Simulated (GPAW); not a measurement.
## Se K-edge XANES of zinc-blende (ZnSe)₁₋ₓ(BeSe)ₓ at x = 0

Aim: the Se K edge in zinc-blende (ZnSe)₁₋ₓ(BeSe)ₓ at x = 0, one member of a composition series.

Main program and level: GPAW 26.7.0; X-ray absorption from dipole matrix elements to empty bands, plane-wave PAW LDA.

### Step 1. The structure

The structure is cubic, space group F-43m (No. 216). Conventional cell: a = 5.668 Å, b = 5.668 Å, c = 5.668 Å, α = 90.00°, β = 90.00°, γ = 90.00°. Nearest to Zn lie 4 Se at 2.45 Å. Se has 4 Zn at 2.45 Å nearest. 16-atom zinc-blende cell, 0 of 8 Zn sites taken by Be at random, lattice constants typed for the ends and interpolated (Vegard). Farther neighbours and most contacts between anions are not listed.

Coordinates:

```xyz
16
Lattice="0.0000 5.6680 5.6680 5.6680 0.0000 5.6680 5.6680 5.6680 0.0000" Properties=species:S:1:pos:R:3 pbc="T T T"
Zn    0.0000    0.0000    0.0000
Se    1.4170    1.4170    1.4170
Zn    2.8340    2.8340    0.0000
Se    4.2510    4.2510    1.4170
Zn    2.8340    0.0000    2.8340
Se    4.2510    1.4170    4.2510
Zn    5.6680    2.8340    2.8340
Se    7.0850    4.2510    4.2510
Zn    0.0000    2.8340    2.8340
Se    1.4170    4.2510    4.2510
Zn    2.8340    5.6680    2.8340
Se    4.2510    7.0850    4.2510
Zn    8.5020    8.5020    5.6680
Se    4.2510    4.2510    7.0850
Zn    5.6680    5.6680    5.6680
Se    7.0850    7.0850    7.0850
```

### Step 2. Ground state of the crystal

The ground state comes first: it tells whether the system has a gap, which decides how the excited electron is treated.

Input file scf.py:

```python
import numpy as np
from ase import Atoms
from ase.parallel import parprint, paropen
from gpaw import GPAW, PW, FermiDirac, Mixer, MixerDif, setup_paths
from gpaw.test import gen
setup_paths.insert(0, '.')
gen('Se', name='nch1s', xcname='LDA', corehole=(1, 0, 0), write_xml=True)
from gpaw.mpi import world
world.barrier()

atoms = Atoms('ZnSeZnSeZnSeZnSeZnSeZnSeZnSeZnSe',
    cell=[[0, 5.668, 5.668],
     [5.668, 0, 5.668],
     [5.668, 5.668, 0]],
    scaled_positions=[[0, 0, 0],
     [0.125, 0.125, 0.125],
     [0, 0, 0.5],
     [0.125, 0.125, 0.625],
     [0, 0.5, 0],
     [0.125, 0.625, 0.125],
     [0, 0.5, 0.5],
     [0.125, 0.625, 0.625],
     [0.5, 0, 0],
     [0.625, 0.125, 0.125],
     [0.5, 0, 0.5],
     [0.625, 0.125, 0.625],
     [0.5, 0.5, 1],
     [0.625, 0.625, 0.125],
     [0.5, 0.5, 0.5],
     [0.625, 0.625, 0.625]],
    pbc=True)
atoms.calc = calc = GPAW(legacy_gpaw=True, mode=PW(400, force_complex_dtype=True), xc='LDA', setups={1: 'nch1s'},
    kpts={'size': (4, 4, 4), 'gamma': True}, occupations=FermiDirac(0.05),
    charge=0, mixer=Mixer(0.1, 5, 50), maxiter=150,
    convergence={'density': 0.0001, 'eigenstates': 1e-6}, txt='scf.txt')
energy = atoms.get_potential_energy() + calc.get_reference_energy()
ef = calc.get_fermi_level()
out = dict(energy=energy, fermi=ef, forces=atoms.get_forces().tolist())
parprint(f'all-electron energy {energy:.4f} eV, Fermi level {ef:.4f} eV')
ev = np.array([[calc.get_eigenvalues(k, s) for k in range(len(calc.get_ibz_k_points()))] for s in range(calc.get_number_of_spins())])
out['homo'], out['lumo'], out['counts'] = ev[ev < ef].max(), ev[ev > ef].min(), sorted(set((ev < ef).sum((0, 2)).tolist()))
out['filled'] = (ev[:, 0] < ef).sum(1).tolist()
import json
with paropen('out.json', 'w') as f:
    json.dump(out, f)
```

Run with:

```sh
> OMP_NUM_THREADS=1 mpirun -n 4 gpaw python scf.py
```

Numbers of over 12 decimals in the logs are rounded to 6 here.

The log of the run:

```text
Input parameters:
  convergence: {density: 0.0001,
                eigenstates: 1e-06}
  kpts: {gamma: True,
         size: (4, 4, 4)}
  maxiter: 150
  mixer: {backend: pulay,
          beta: 0.1,
          method: separate,
          nmaxold: 5,
          weight: 50}
  mode: {ecut: 400.0,
         force_complex_dtype: True,
         name: pw}
  occupations: {fixmagmom: False,
                name: fermi-dirac,
                width: 0.05}
  setups: {1: nch1s}

Initialize ...

[... PAW data sets ...]

Reference energy: -918440.602748  # eV

Spin-paired calculation

[... convergence settings ...]
Symmetries present (total): 6
  [... symmetry matrices ...]

64 k-points: 4 x 4 x 4 Monkhorst-Pack grid + [1/8,1/8,1/8]
13 k-points in the irreducible part of the Brillouin zone
       k-points in crystal coordinates                weights
   0:     0.00000000    0.00000000    0.00000000          1/64
   1:     0.25000000    0.00000000   -0.25000000          6/64
   2:     0.25000000    0.00000000    0.00000000          6/64
   3:     0.25000000    0.25000000   -0.25000000          6/64
   4:     0.25000000    0.25000000    0.00000000          6/64
   5:     0.25000000    0.25000000    0.25000000          2/64
   6:     0.50000000    0.00000000    0.00000000          3/64
   7:     0.50000000    0.25000000   -0.25000000          6/64
   8:     0.50000000    0.25000000    0.00000000         12/64
   9:     0.50000000    0.25000000    0.25000000          6/64
          ...
  12:     0.50000000    0.50000000    0.50000000          1/64

Wave functions: Plane wave expansion
  Cutoff energy: 400.000 eV
  Number of coefficients (min, max): 6586, 6652
  Pulay-stress correction: 0.000000 eV/Ang^3 (de/decut=0.000000)
  Using FFTW library
  Wavefunction extrapolation:
    Improved wavefunction reuse through dual PAW basis

Occupation numbers: Fermi-Dirac:
  width: 0.0500  # eV

Eigensolver
   Davidson(niter=2)

Densities:
  Coarse grid: 40*40*40 grid
  Fine grid: 80*80*80 grid
  Total Charge: 0.000000

Density mixing:
  Method: separate
  Backend: pulay
  Linear mixing parameter: 0.1
  old densities: 5
  Width of damping distribution: 1.1
  Damping of long wavelength oscillations: 50

[... Hamiltonian set-up ...]
Number of atoms: 16
Number of atomic orbitals: 104
Number of bands in calculation: 91
Number of valence electrons: 144
Bands to converge: occupied

... initialized

Initializing position-dependent things.

Density initialized from atomic densities
Creating initial wave functions:
  91 bands from LCAO basis set

                             Se
                                  Zn
                    Se   Zn
                      Se

             Se             Se
                  Zn
                   Se
         Zn            Zn
                    Se
            SeZn
                Zn

       Zn

Atomic positions and initial magnetic moments

Positions:
   0 Zn     0.000000    0.000000    0.000000    ( 0.0000,  0.0000,  0.0000)
   1 Se     1.417000    1.417000    1.417000    ( 0.0000,  0.0000,  0.0000)
   2 Zn     2.834000    2.834000    0.000000    ( 0.0000,  0.0000,  0.0000)
   3 Se     4.251000    4.251000    1.417000    ( 0.0000,  0.0000,  0.0000)
   4 Zn     2.834000    0.000000    2.834000    ( 0.0000,  0.0000,  0.0000)
   5 Se     4.251000    1.417000    4.251000    ( 0.0000,  0.0000,  0.0000)
   6 Zn     5.668000    2.834000    2.834000    ( 0.0000,  0.0000,  0.0000)
[...]
13 Se     4.251000    4.251000    7.085000    ( 0.0000,  0.0000,  0.0000)
  14 Zn     5.668000    5.668000    5.668000    ( 0.0000,  0.0000,  0.0000)
  15 Se     7.085000    7.085000    7.085000    ( 0.0000,  0.0000,  0.0000)

Unit cell:
           periodic     x           y           z      points  spacing
  1. axis:    yes    0.000000    5.668000    5.668000    40     0.1636
  2. axis:    yes    5.668000    0.000000    5.668000    40     0.1636
  3. axis:    yes    5.668000    5.668000    0.000000    40     0.1636

  Lengths:   8.015762   8.015762   8.015762
  Angles:   60.000000  60.000000  60.000000

Effective grid spacing dv^(1/3) = 0.1785

iter:   1   -60.009376
iter:   2   -60.193870   -0.29  -1.25
iter:   3   -59.194792   -1.27  -1.31
iter:   4   -59.284450   -1.76  -1.59
iter:   5   -59.209622   -2.06  -1.72
iter:   6   -59.181581   -3.04  -2.16
iter:   7   -59.150559c  -2.60  -2.57
iter:   8   -59.147111c  -3.66  -2.67
iter:   9   -59.147572c  -3.63  -2.94
iter:  10   -59.145552c  -4.28  -3.05
iter:  11   -59.145557c  -5.13  -3.94
iter:  12   -59.145555c  -5.98  -4.11c
iter:  13   -59.145552c  -6.87c -4.69c

Converged after 13 iterations.

Dipole moment: (-28.955332, -28.955332, -28.955332) |e|*Ang

Energy contributions relative to reference atoms: (reference = -918440.602748)

Kinetic:        +83.074737
Potential:      -70.813664
External:        +0.000000
XC:             -70.798788
Entropy (-ST):   -0.000002
Local:           -0.607835
SIC:             +0.000000
--------------------------
Free energy:    -59.145553
Extrapolated:   -59.145552

Showing only first 2 kpts
 Kpt  Band  Eigenvalues  Occupancy
  0    70      3.54960    1.99997
  0    71      3.54960    1.99997
  0    72      4.59395    0.00012
  0    73      5.91007    0.00000

  1    70      2.64741    2.00000
  1    71      3.34512    2.00000
  1    72      6.45562    0.00000
  1    73      6.81953    0.00000

Fermi level: 4.10610

Gap: 1.044 eV
Transition (v -> c):
  (s=0, k=0, n=71, [0.00, 0.00, 0.00]) -> (s=0, k=0, n=72, [0.00, 0.00, 0.00])
No difference between direct/indirect transitions

Forces in eV/Ang:
  0 Zn    0.00002    0.00002    0.00002
  1 Se    0.00004    0.00004    0.00004
  2 Zn   -0.00002   -0.00002    0.00001
  3 Se    0.00005    0.00005    0.00014
  4 Zn   -0.00002    0.00001   -0.00002
  5 Se    0.00005    0.00014    0.00005
  6 Zn   -0.00002    0.00000    0.00000
[...]
13 Se    0.00006    0.00006    0.00002
 14 Zn   -0.00002   -0.00002   -0.00002
 15 Se    0.00011    0.00011    0.00011
Scalar-relativistic atomic LDA calculation for Se (Selenium, Z=34)
Core hole in 1s state (1s occupation: 2.0)
600 radial gridpoints.
|------------------------------------------------|
|------------------------------------------------|
[... the atom generator's iteration count ...]

Energy contributions:
-------------------------
Kinetic:    +2473.673807
XC:           -84.568572
Potential:  -4815.191637
-------------------------
Total:      -2426.086403

state      eigenvalue         ekin         rmax
-----------------------------------------------
1s^2.0 :  -458.454063   585.610500        0.029
2s^2.0 :   -58.944272   113.958427        0.165
2p^6.0 :   -51.926385   111.024402        0.132
3s^2.0 :    -7.811225    26.858720        0.503
3p^6.0 :    -5.612216    24.321149        0.500
3d^10.0:    -1.962010    19.216000        0.451
4s^2.0 :    -0.642093     3.714776        1.502
4p^4.0 :    -0.244602     2.288913        1.798
-----------------------------------------------
(units: Bohr and Hartree)

Generating PAW setup
Kinetic energy of the core from tauc = 2487.595922
Cutoffs:
rc(s)=1.600
rc(p)=1.900
rc(d)=1.600
rc(vbar)=1.440
rc(comp)=1.600
rc(nct)=1.900

Kinetic energy of the core states: 2457.088603
Charge: 0.0
Core electrons: 28.0
Valence electrons: 6.0
Pseudo-core charge: 1.089569
Shape function alpha=3.906
Pseudo-electron charge 7.390631
state    eigenvalue         norm
--------------------------------
4s(2) :    -0.642093     1.095786
*s    :     0.357907
4p(4) :    -0.244602     1.027373
*p    :     0.755398
*d    :     0.000000
--------------------------------

Diagonalizing with gridspacing h=0.050

state   all-electron     PAW
-------------------------------
4s:      -0.642093    -0.642657
4p:      -0.244602    -0.244988
*d:                    0.040490
*f:                    0.073581
-------------------------------
all-electron energy -918499.7483 eV, Fermi level 4.1061 eV
```

The job ended after 64 s (4 MPI ranks of Arm Neoverse V2, shared host; peak memory 0.37 GiB).

The mesh shows a gap of 1.04 eV. The excited electron is kept all the same, so that all members of the series, with or without a gap, are treated alike.

### Step 3. Reference energy of the cell

The photon energy needs a difference of total energies, so the cell and mesh of the coming hole run are first run without a hole.

Edit scf.py of step 2 so:

```diff
@@ -26,3 +26,3 @@
      [0.625, 0.125, 0.625],
-     [0.5, 0.5, 1],
+     [0.5, 0.5, 0],
      [0.625, 0.625, 0.125],
@@ -32,3 +32,3 @@
 atoms.calc = calc = GPAW(legacy_gpaw=True, mode=PW(400, force_complex_dtype=True), xc='LDA', setups={1: 'nch1s'},
-    kpts={'size': (4, 4, 4), 'gamma': True}, occupations=FermiDirac(0.05),
+    kpts={'size': (3, 3, 3), 'gamma': True}, occupations=FermiDirac(0.02),
     charge=0, mixer=Mixer(0.1, 5, 50), maxiter=150,
```

The log of the run:

```text
Input parameters:
  convergence: {density: 0.0001,
                eigenstates: 1e-06}
  kpts: {gamma: True,
         size: (3, 3, 3)}
  maxiter: 150
  mixer: {backend: pulay,
          beta: 0.1,
          method: separate,
          nmaxold: 5,
          weight: 50}
  mode: {ecut: 400.0,
         force_complex_dtype: True,
         name: pw}
  occupations: {fixmagmom: False,
                name: fermi-dirac,
[...]
4s(2) :    -0.642093     1.095786
*s    :     0.357907
4p(4) :    -0.244602     1.027373
*p    :     0.755398
*d    :     0.000000
--------------------------------

Diagonalizing with gridspacing h=0.050

state   all-electron     PAW
-------------------------------
4s:      -0.642093    -0.642657
4p:      -0.244602    -0.244988
*d:                    0.040490
*f:                    0.073581
-------------------------------
all-electron energy -918499.6965 eV, Fermi level 4.0606 eV
[key lines of the parts left out:]
Converged after 13 iterations.
Dipole moment: (-28.938549, -28.938549, -28.938549) |e|*Ang
Free energy:    -59.093716
Fermi level: 4.06060
```

The job ended after 28 s (4 MPI ranks; peak memory 0.28 GiB; 1.8 min of CPU time).

Reference energy: -918499.696 eV with the cores included.

(Part 1 of 2 ends here.)

[Banner, clock and machine lines of the logs are left out without a mark of their own.]

[Logs are printed without paths, hosts, clocks, repeated set-up lines and the standing remarks that a program may print on its own settings, such as how far it seeks lower states.]

[Hosts, paths, dates, database ids (printed as entryN), source tags and the programs' standing remarks are cut or masked in the printed files.]

[Lists of maxima count a maximum above −3 eV only where it reaches 4 % of the highest in the window and stands out from its surroundings by 2 % of it (1.5 % where it reaches 55 %); shoulders and weaker maxima are passed over, and of the rest the first, up to two pre-edge ones and the few strongest are named.]
